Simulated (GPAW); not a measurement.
# HfO2 (Fm-3m): the O K absorption edge

What does one-electron theory with a core hole give for the O K edge of HfO2 (Fm-3m)?

Program: GPAW 26.7.0. Level of theory: X-ray absorption from dipole matrix elements to empty bands, plane-wave PAW PBE, without spin-orbit coupling. Results are calculated unless marked as measured.

## 1. The starting structure

It takes space group Fm-3m (No. 225, cubic). The conventional cell has a = 5.115 Å, b = 5.115 Å, c = 5.115 Å, α = 90.00°, β = 90.00°, γ = 90.00°. Nearest to Hf lie 8 O at 2.21 Å. Nearest to O lie 4 Hf at 2.21 Å. Farther neighbours and most contacts between anions are not listed.

## 2. The field without a hole

A plain self-consistent run shows whether there is a gap, which decides the set-up of the core-hole run.

Input file scf.py:

```python
import numpy as np
from ase import Atoms
from ase.parallel import parprint, paropen
from gpaw import GPAW, PW, FermiDirac, Mixer, MixerDif, setup_paths
from gpaw.test import gen
setup_paths.insert(0, '.')
gen('O', name='nch1s', xcname='PBE', corehole=(1, 0, 0), write_xml=True)
from gpaw.mpi import world
world.barrier()

atoms = Atoms('HfO2',
    cell=[[0, 2.5575, 2.5575],
     [2.5575, 0, 2.5575],
     [2.5575, 2.5575, 0]],
    scaled_positions=[[0, 0, 0],
     [0.75, 0.75, 0.75],
     [0.25, 0.25, 0.25]],
    pbc=True)
atoms.calc = calc = GPAW(legacy_gpaw=True, mode=PW(500), xc='PBE', setups={1: 'nch1s'},
    kpts={'size': (8, 8, 8), 'gamma': True}, occupations=FermiDirac(0.05),
    charge=0, mixer=Mixer(0.1, 5, 50), maxiter=150,
    convergence={'density': 0.0001}, txt='scf.txt')
energy = atoms.get_potential_energy() + calc.get_reference_energy()
ef = calc.get_fermi_level()
out = dict(energy=energy, fermi=ef, forces=atoms.get_forces().tolist())
parprint(f'all-electron energy {energy:.4f} eV, Fermi level {ef:.4f} eV')
ev = np.array([[calc.get_eigenvalues(k, s) for k in range(len(calc.get_ibz_k_points()))] for s in range(calc.get_number_of_spins())])
out['homo'], out['lumo'], out['counts'] = ev[ev < ef].max(), ev[ev > ef].min(), sorted(set((ev < ef).sum((0, 2)).tolist()))
out['filled'] = (ev[:, 0] < ef).sum(1).tolist()
import json
with paropen('out.json', 'w') as f:
    json.dump(out, f)
```

The run is started by

```
$ OMP_NUM_THREADS=1 mpirun -n 4 gpaw python scf.py
```

Numbers of over 12 decimals in the logs are rounded to 6 here.

Output:

```text
Input parameters:
  convergence: {density: 0.0001}
  kpts: {gamma: True,
         size: (8, 8, 8)}
  maxiter: 150
  mixer: {backend: pulay,
          beta: 0.1,
          method: separate,
          nmaxold: 5,
          weight: 50}
  mode: {ecut: 500.0,
         name: pw}
  occupations: {fixmagmom: False,
                name: fermi-dirac,
                width: 0.05}
  setups: {1: nch1s}
  xc: PBE

Initialize ...

[... PAW data sets ...]

Reference energy: -413967.819992  # eV

Spin-paired calculation

[... convergence settings ...]
Symmetries present (total): 24
  [... symmetry matrices ...]

512 k-points: 8 x 8 x 8 Monkhorst-Pack grid + [1/16,1/16,1/16]
29 k-points in the irreducible part of the Brillouin zone
       k-points in crystal coordinates                weights
   0:     0.00000000    0.00000000    0.00000000          1/512
   1:     0.12500000    0.12500000    0.00000000          6/512
   2:     0.12500000    0.12500000    0.12500000          8/512
   3:     0.25000000    0.12500000    0.12500000         12/512
   4:     0.25000000    0.25000000    0.00000000          6/512
   5:     0.25000000    0.25000000    0.12500000         24/512
   6:     0.25000000    0.25000000    0.25000000          8/512
   7:     0.37500000    0.25000000   -0.37500000         24/512
   8:     0.37500000    0.25000000    0.12500000         24/512
   9:     0.37500000    0.25000000    0.25000000         24/512
          ...
  28:     0.50000000    0.50000000    0.50000000          4/512

Wave functions: Plane wave expansion
  Cutoff energy: 500.000 eV
  Number of coefficients (min, max): 834, 877
  Pulay-stress correction: 0.000000 eV/Ang^3 (de/decut=0.000000)
  Using FFTW library
  Wavefunction extrapolation:
    Improved wavefunction reuse through dual PAW basis

Occupation numbers: Fermi-Dirac:
  width: 0.0500  # eV

Eigensolver
   Davidson(niter=2)

Densities:
  Coarse grid: 20*20*20 grid
  Fine grid: 40*40*40 grid
  Total Charge: 0.000000

Density mixing:
  Method: separate
  Backend: pulay
  Linear mixing parameter: 0.1
  old densities: 5
  Width of damping distribution: 1.1
  Damping of long wavelength oscillations: 50

[... Hamiltonian set-up ...]
Number of atoms: 3
Number of atomic orbitals: 21
Number of bands in calculation: 19
Number of valence electrons: 24
Bands to converge: occupied

... initialized

Initializing position-dependent things.

Density initialized from atomic densities
Creating initial wave functions:
  19 bands from LCAO basis set

                   O

           O

       Hf

Atomic positions and initial magnetic moments

Positions:
   0 Hf     0.000000    0.000000    0.000000    ( 0.0000,  0.0000,  0.0000)
   1 O      3.836250    3.836250    3.836250    ( 0.0000,  0.0000,  0.0000)
   2 O      1.278750    1.278750    1.278750    ( 0.0000,  0.0000,  0.0000)

Unit cell:
           periodic     x           y           z      points  spacing
  1. axis:    yes    0.000000    2.557500    2.557500    20     0.1477
  2. axis:    yes    2.557500    0.000000    2.557500    20     0.1477
  3. axis:    yes    2.557500    2.557500    0.000000    20     0.1477

  Lengths:   3.616851   3.616851   3.616851
  Angles:   60.000000  60.000000  60.000000

Effective grid spacing dv^(1/3) = 0.1611

iter:   1   -31.140009
iter:   2   -29.167943   -1.15  -0.88
iter:   3   -27.279718   -0.94  -0.99
iter:   4   -27.315632   -2.48  -1.35
iter:   5   -27.278021   -2.12  -1.46
iter:   6   -27.280875   -3.13  -2.35
iter:   7   -27.276061c  -2.94  -2.28
iter:   8   -27.271701c  -3.75  -2.49
iter:   9   -27.271671c  -5.39  -2.92
iter:  10   -27.271518c  -4.83  -3.08
iter:  11   -27.271507c  -6.35  -3.71
iter:  12   -27.271507c  -7.61c -4.68c

Converged after 12 iterations.

Dipole moment: (-0.000000, -0.000000, -0.000000) |e|*Ang

Energy contributions relative to reference atoms: (reference = -413967.819992)

Kinetic:        +14.219235
Potential:      -17.588252
External:        +0.000000
XC:             -23.798758
Entropy (-ST):   -0.000000
Local:           -0.103732
SIC:             +0.000000
--------------------------
Free energy:    -27.271507
Extrapolated:   -27.271507

Showing only first 2 kpts
 Kpt  Band  Eigenvalues  Occupancy
  0    10      7.51640    2.00000
  0    11      7.51640    2.00000
  0    12     11.93290    0.00000
  0    13     11.93290    0.00000

  1    10      7.52436    2.00000
  1    11      7.52451    2.00000
  1    12     12.12197    0.00000
  1    13     12.33072    0.00000

Fermi level: 9.15592

Gap: 3.730 eV
Transition (v -> c):
  (s=0, k=24, n=11, [0.50, 0.50, 0.00]) -> (s=0, k=24, n=12, [0.50, 0.50, 0.00])
No difference between direct/indirect transitions

Forces in eV/Ang:
  0 Hf    0.00000   -0.00000   -0.00000
  1 O     0.00000   -0.00000    0.00000
  2 O    -0.00000    0.00000    0.00000
Scalar-relativistic atomic PBE calculation for O (Oxygen, Z=8)
Core hole in 1s state (1s occupation: 2.0)
300 radial gridpoints.
|------------------------------------------------|
|------------------------------------------------|
[... the atom generator's iteration count ...]

Energy contributions:
-------------------------
Kinetic:      +74.889487
XC:            -8.275248
Potential:   -141.614183
-------------------------
Total:        -74.999944

state      eigenvalue         ekin         rmax
-----------------------------------------------
1s^2.0 :   -18.913699    29.145489        0.129
2s^2.0 :    -0.880545     3.220963        0.871
2p^4.0 :    -0.331818     2.539146        0.819
-----------------------------------------------
(units: Bohr and Hartree)

Generating PAW setup
Kinetic energy of the core from tauc = 58.337696
Cutoffs:
rc(s)=1.300
rc(p)=1.130
rc(d)=1.170
rc(vbar)=1.300
rc(comp)=1.260
rc(nct)=1.300

Kinetic energy of the core states: 58.290978
Charge: 0.0
Core electrons: 2.0
Valence electrons: 6.0
Pseudo-core charge: 0.000736
Shape function alpha=6.299
Pseudo-electron charge 5.680117
state    eigenvalue         norm
--------------------------------
2s(2) :    -0.880545     1.081993
*s    :     0.119455
2p(4) :    -0.331818     0.878848
*p    :     0.668182
*d    :     0.000000
--------------------------------

Diagonalizing with gridspacing h=0.050

state   all-electron     PAW
-------------------------------
2s:      -0.880545    -0.881653
2p:      -0.331818    -0.335594
*d:                    0.049820
*f:                    0.077145
-------------------------------
all-electron energy -413995.0915 eV, Fermi level 9.1559 eV
```

Run time: 5.7 s. Hardware: 4 MPI ranks of Arm Neoverse V1, shared host; peak memory 0.18 GiB; 22 s of CPU time.

The mesh shows a gap of 3.73 eV, so the hole is first treated in a charged cell, without the excited electron.

## 3. Spectrum without a core hole, O atom 2

Without a hole the spectrum is the empty density of states of the right symmetry on the absorber, weighted by matrix elements. It needs only the small cell and serves as the baseline. The data set with a hole of occupation 0 only carries the core orbital.

The absorber has 4 Hf at 2.21 Å (tetrahedral, site symmetry -43m).

Input file xas.py:

```python
import numpy as np
from ase import Atoms
from ase.parallel import parprint, paropen
from gpaw import GPAW, PW, FermiDirac, Mixer, MixerDif, setup_paths
from gpaw.test import gen
setup_paths.insert(0, '.')
gen('O', name='nch1s', xcname='PBE', corehole=(1, 0, 0), write_xml=True)
from gpaw.mpi import world
world.barrier()

atoms = Atoms('HfO2',
    cell=[[0, 2.5575, 2.5575],
     [2.5575, 0, 2.5575],
     [2.5575, 2.5575, 0]],
    scaled_positions=[[0, 0, 0],
     [0.75, 0.75, 0.75],
     [0.25, 0.25, 0.25]],
    pbc=True)
atoms.calc = calc = GPAW(legacy_gpaw=True, mode=PW(500), xc='PBE', setups={1: 'nch1s'},
    kpts={'size': (8, 8, 8), 'gamma': True}, occupations=FermiDirac(0.02),
    charge=0, mixer=Mixer(0.1, 5, 50), maxiter=150,
    convergence={'density': 0.0001}, txt='scf.txt')
energy = atoms.get_potential_energy() + calc.get_reference_energy()
ef = calc.get_fermi_level()
out = dict(energy=energy, fermi=ef, forces=atoms.get_forces().tolist())
parprint(f'all-electron energy {energy:.4f} eV, Fermi level {ef:.4f} eV')
ev = np.array([[calc.get_eigenvalues(k, s) for k in range(len(calc.get_ibz_k_points()))] for s in range(calc.get_number_of_spins())])
out['homo'], out['lumo'], out['counts'] = ev[ev < ef].max(), ev[ev > ef].min(), sorted(set((ev < ef).sum((0, 2)).tolist()))
out['filled'] = (ev[:, 0] < ef).sum(1).tolist()

from ase.units import Ha
from gpaw.xas import dipole_matrix_elements
nb = int(calc.get_number_of_electrons() / 2) + 28
top = nb
nscf = calc.fixed_density(kpts={'size': (8, 8, 8), 'gamma': True},
    convergence={'eigenstates': 1.0}, txt='nscf.txt')
nscf.diagonalize_full_hamiltonian(nbands=nb)
cell = atoms.cell.array
ops = [cell.T @ U.T @ np.linalg.inv(cell.T) for U in nscf.wfs.kd.symmetry.op_scc]
filled = [12]  # bands filled in the ground state, by spin
E = np.arange(-25, 34, 0.1)
fwhm = np.interp(E, [4, 25], [0.9, 3.5])
Y, X, zero, highest = 0, 0, 1e9, 1e9
for spin in range(nscf.get_number_of_spins()):
    wfs = nscf.wfs
    A = dipole_matrix_elements(wfs.setups[1])
    eps = np.zeros((wfs.kd.nibzkpts, nb))
    d = np.zeros((3, A.shape[1], wfs.kd.nibzkpts, nb), complex)
    for kpt in wfs.kpt_u:
        if kpt.s == spin and 1 in kpt.P_ani:
            eps[kpt.k] = kpt.eps_n * Ha
            d[:, :, kpt.k] = (kpt.weight * wfs.nspins / 2) ** 0.5 * np.inner(A, kpt.P_ani[1])
    world.sum(eps)
    world.sum(d)
    T = np.einsum('amkn,bmkn->abkn', d, d.conj()).real
    T = sum(np.einsum('ai,ijkn,bj->abkn', R, T, R) for R in ops) / len(ops)
    empty = np.ones_like(eps, bool) & (np.arange(nb) >= filled[spin])
    zero, highest = min(zero, eps[empty].min()), min(highest, eps[:, top - 1].min())
    lines = [(eps, T, empty)] if spin == 0 else lines + [(eps, T, empty)]
for eps, T, empty in lines:
    f = np.einsum('aakn->akn', T).reshape(3, -1)
    x = eps.ravel() - zero
    w = np.interp(x, E, fwhm) / 2.35482
    g = np.exp(-0.5 * ((E[:, None] - x) / w) ** 2) / (w * (2 * np.pi) ** 0.5)
    Y = Y + (f * empty.ravel()) @ g.T
    X = X + (f * ~empty.ravel()) @ g.T
out.update(E=E.round(2).tolist(), xas=Y.tolist(), xes=X.tolist(), zero=zero, valid=highest - zero, nk=len(eps), nb=nb)
for i in range(0, len(E), 10):
    parprint(f'{E[i]:7.2f}', *(f'{v:10.3e}' for v in Y[:, i]))
import json
with paropen('out.json', 'w') as f:
    json.dump(out, f)
```

The run is started by

```
$ OMP_NUM_THREADS=1 mpirun -n 4 gpaw python xas.py
```

Output:

```text
Input parameters:
  convergence: {density: 0.0001}
  kpts: {gamma: True,
         size: (8, 8, 8)}
  maxiter: 150
  mixer: {backend: pulay,
          beta: 0.1,
          method: separate,
          nmaxold: 5,
          weight: 50}
  mode: {ecut: 500.0,
         name: pw}
  occupations: {fixmagmom: False,
                name: fermi-dirac,
                width: 0.02}
  setups: {1: nch1s}
  xc: PBE

Initialize ...

[...]
*p    :     0.668182
*d    :     0.000000
--------------------------------

Diagonalizing with gridspacing h=0.050

state   all-electron     PAW
-------------------------------
2s:      -0.880545    -0.881653
2p:      -0.331818    -0.335594
*d:                    0.049820
*f:                    0.077145
-------------------------------
all-electron energy -413995.0915 eV, Fermi level 8.5959 eV
[...]
32.00  3.775e-05  3.775e-05  3.775e-05
  33.00  4.736e-05  4.736e-05  4.736e-05
[key lines of the parts left out:]
Converged after 12 iterations.
Dipole moment: (-0.000000, -0.000000, -0.000000) |e|*Ang
Free energy:    -27.271507
Fermi level: 8.59591
```

Wall time 20 s (4 MPI ranks); peak memory 0.27 GiB; 79 s of CPU time.

The O K spectrum, O atom 2, no core hole (energy from the lowest empty level; intensity scaled to a mean of 1 over the first 20 eV):

```csv
E (eV),intensity
-2.0,0.00
-1.4,0.00
-0.8,0.00
-0.2,0.16
0.4,1.09
1.0,1.37
1.6,0.42
2.2,0.07
2.8,0.36
3.4,0.94
4.0,1.72
4.6,2.62
5.2,2.51
5.8,1.91
6.4,1.24
7.0,0.83
7.6,0.70
8.2,0.92
8.8,1.29
9.4,1.33
10.0,0.99
10.6,0.63
11.2,0.58
11.8,0.79
12.4,1.01
13.0,1.10
13.6,1.05
14.2,0.93
14.8,0.82
15.4,0.76
16.0,0.76
16.6,0.79
17.2,0.80
17.8,0.77
18.4,0.71
19.0,0.65
19.6,0.63
20.2,0.66
20.8,0.74
21.4,0.84
22.0,0.95
22.6,1.01
23.2,1.01
23.8,0.93
24.4,0.80
25.0,0.64
25.6,0.51
26.2,0.42
26.8,0.36
27.4,0.34
28.0,0.33
28.6,0.34
29.2,0.35
29.8,0.36
30.4,0.37
31.0,0.38
31.6,0.40
```

Main maxima below 24 eV (height): 0.8 eV (1.51), 4.8 eV (2.69), 9.2 eV (1.37), 13.1 eV (1.10) and 22.9 eV (1.02). A K edge sees empty p states; the first features are O p mixed into the empty d states of the Hf neighbours, and the broad ones above probably into the cations' higher empty bands.

The same matrix elements for filled bands give the O K emission of O atom 2 (ground-state approximation; energy from the lowest empty level, largest value 1):

```csv
E (eV),emission
-24.00,0.00
-23.25,0.00
-22.50,0.00
-21.75,0.00
-21.00,0.00
-20.25,0.00
-19.50,0.00
-18.75,0.00
-18.00,0.00
-17.25,0.00
-16.50,0.00
-15.75,0.00
-15.00,0.00
-14.25,0.00
-13.50,0.00
-12.75,0.00
-12.00,0.00
-11.25,0.00
-10.50,0.00
-9.75,0.06
-9.00,0.27
-8.25,0.62
-7.50,0.60
-6.75,0.45
-6.00,0.57
-5.25,0.92
-4.50,0.78
-3.75,0.17
-3.00,0.01
-2.25,0.00
-1.50,0.00
-0.75,0.00
0.00,0.00
0.75,0.00
1.50,0.00
2.25,0.00
3.00,0.00
```

Emission maxima: -8.0 eV (0.65) and -5.0 eV (1.00).

## 4. Reference energy of the supercell

The photon energy needs a difference of total energies, so the cell and mesh of the coming hole run are first run without a hole.

Changes to scf.py since step 2:

```diff
@@ -10,12 +10,33 @@
 
-atoms = Atoms('HfO2',
-    cell=[[0, 2.5575, 2.5575],
-     [2.5575, 0, 2.5575],
-     [2.5575, 2.5575, 0]],
+atoms = Atoms('Hf8O16',
+    cell=[[0, 5.115, 5.115],
+     [5.115, 0, 5.115],
+     [5.115, 5.115, 0]],
     scaled_positions=[[0, 0, 0],
-     [0.75, 0.75, 0.75],
-     [0.25, 0.25, 0.25]],
+     [0, 0, 0.5],
+     [0, 0.5, 0],
+     [0.5, 0, 0],
+     [0, 0.5, 0.5],
+     [0.5, 0, 0.5],
+     [0.5, 0.5, 0],
+     [0.5, 0.5, 0.5],
+     [0.375, 0.375, 0.375],
+     [0.375, 0.375, 0.875],
+     [0.375, 0.875, 0.375],
+     [0.875, 0.375, 0.375],
+     [0.375, 0.875, 0.875],
+     [0.875, 0.375, 0.875],
+     [0.875, 0.875, 0.375],
+     [0.875, 0.875, 0.875],
+     [0.125, 0.125, 0.125],
+     [0.125, 0.125, 0.625],
+     [0.125, 0.625, 0.125],
+     [0.625, 0.125, 0.125],
+     [0.125, 0.625, 0.625],
+     [0.625, 0.125, 0.625],
+     [0.625, 0.625, 0.125],
+     [0.625, 0.625, 0.625]],
     pbc=True)
-atoms.calc = calc = GPAW(legacy_gpaw=True, mode=PW(500), xc='PBE', setups={1: 'nch1s'},
-    kpts={'size': (8, 8, 8), 'gamma': True}, occupations=FermiDirac(0.05),
+atoms.calc = calc = GPAW(legacy_gpaw=True, mode=PW(500), xc='PBE', setups={8: 'nch1s'},
+    kpts={'size': (3, 3, 3), 'gamma': True}, occupations=FermiDirac(0.02),
     charge=0, mixer=Mixer(0.1, 5, 50), maxiter=150,
```

The run is started by

```
$ OMP_NUM_THREADS=1 mpirun -n 4 gpaw python scf.py
```

Output:

```text
Input parameters:
  convergence: {density: 0.0001}
  kpts: {gamma: True,
         size: (3, 3, 3)}
  maxiter: 150
  mixer: {backend: pulay,
          beta: 0.1,
          method: separate,
          nmaxold: 5,
          weight: 50}
  mode: {ecut: 500.0,
         name: pw}
  occupations: {fixmagmom: False,
                name: fermi-dirac,
                width: 0.02}
  setups: {8: nch1s}
  xc: PBE

Initialize ...

[...]
2s(2) :    -0.880545     1.081993
*s    :     0.119455
2p(4) :    -0.331818     0.878848
*p    :     0.668182
*d    :     0.000000
--------------------------------

Diagonalizing with gridspacing h=0.050

state   all-electron     PAW
-------------------------------
2s:      -0.880545    -0.881653
2p:      -0.331818    -0.335594
*d:                    0.049820
*f:                    0.077145
-------------------------------
all-electron energy -3311960.7519 eV, Fermi level 9.9401 eV
[key lines of the parts left out:]
Converged after 31 iterations.
Dipole moment: (0.000000, 0.000000, 0.000000) |e|*Ang
Free energy:   -218.192730
Fermi level: 9.94008
```

Run time: 2.1 min. Hardware: 4 MPI ranks; peak memory 0.34 GiB.

Reference energy: -3311960.752 eV with the cores included.

(Part 1 of 3 ends here.)

[Banner, clock and machine lines of the logs are left out without a mark of their own.]

[Logs are printed without paths, hosts, clocks, repeated set-up lines and the standing remarks that a program may print on its own settings, such as how far it seeks lower states.]

[Hosts, paths, dates, database ids (printed as entryN), source tags and the programs' standing remarks are cut or masked in the printed files.]

[Lists of maxima count a maximum above −3 eV only where it reaches 4 % of the highest in the window and stands out from its surroundings by 2 % of it (1.5 % where it reaches 55 %); shoulders and weaker maxima are passed over, and of the rest the first, up to two pre-edge ones and the few strongest are named.]
